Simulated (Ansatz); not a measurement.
BaTiO3 (Pm-3m): refractive index against wavelength

The refractive index of BaTiO3 (Pm-3m) below the direct gap (1.91 eV on the mesh) is read from one computed spectrum, n = √(Re ε).

Symmetry: Pm-3m, No. 221, cubic system. Conventional cell: a = 4.006 Å, b = 4.006 Å, c = 4.006 Å, α = 90.00°, β = 90.00°, γ = 90.00°. Ba on site b is surrounded by 12 O at 2.83 Å. Ti on site a has 6 O at 2.00 Å as nearest neighbours. O on site d is surrounded by 2 Ti at 2.00 Å.

Method: Ansatz 0.2.0, PBE, independent particles, k-mesh 8×8×8 with interpolation inside its cells, Gaussian parameter 0.15 eV.

Launch of the response step: `ansatz run input.yaml --threads 4 --pin off --max-ram 8192MiB --backend cpu --events-out ev --progress --plain --runs-dir out`. The run took 9 s, on 4 threads of Intel(R) Xeon(R) Platinum 8488C (Sapphire Rapids), on a shared host.

```tsv
wavelength (nm)	photon energy E (eV)	n
3000	0.413	2.6242
2000	0.620	2.6363
1550	0.800	2.6515
1310	0.946	2.6676
1064	1.165	?
```

In the single-oscillator model n² − 1 = E₀E_d/(E₀² − E²), so 1/(n² − 1) = E₀/E_d − E²/(E₀E_d) is linear in E².

Working, on the rows shown:

| x = E² (eV²) | y = 1/(n² − 1) |
| --- | --- |
| 0.170801 | 0.169882 |
| 0.384302 | 0.168065 |
| 0.639837 | 0.165825 |
| 0.895757 | 0.163503 |

Means: x̄ = 0.52267, ȳ = 0.16682. Σ(x − x̄)(y − ȳ) = -0.002604, Σ(x − x̄)² = 0.2959. Slope = -0.002604 / 0.2959 = -0.0088; intercept = ȳ − slope · x̄ = 0.17142. Turned back into n, the line misses the rows shown by at most 0.00026.

Q: Fill in the last column of the withheld row.

A: At x = 1.3578 the line gives y = 0.15947, that is 2.6964. The run gave 2.6991, so the extrapolation is off by 0.0027, 4 % of the range in the table.

Refitted with all rows, the slope is -0.009085 and the intercept 0.17154. These give E₀ = √(intercept/−slope) = 4.35 eV and E_d = E₀/intercept = 25.3 eV; E₀ is 2.3 times the direct gap. The electronic limit at long wavelengths, without lattice vibrations, is n = √(1 + 1/intercept) = 2.613. Excitons are left out and so are local fields; PBE gaps are as a rule too small. Spin-orbit coupling is left out.

[Logs are printed without paths, hosts, clocks, repeated set-up lines and the standing remarks that a program may print on its own settings, such as how far it seeks lower states.]
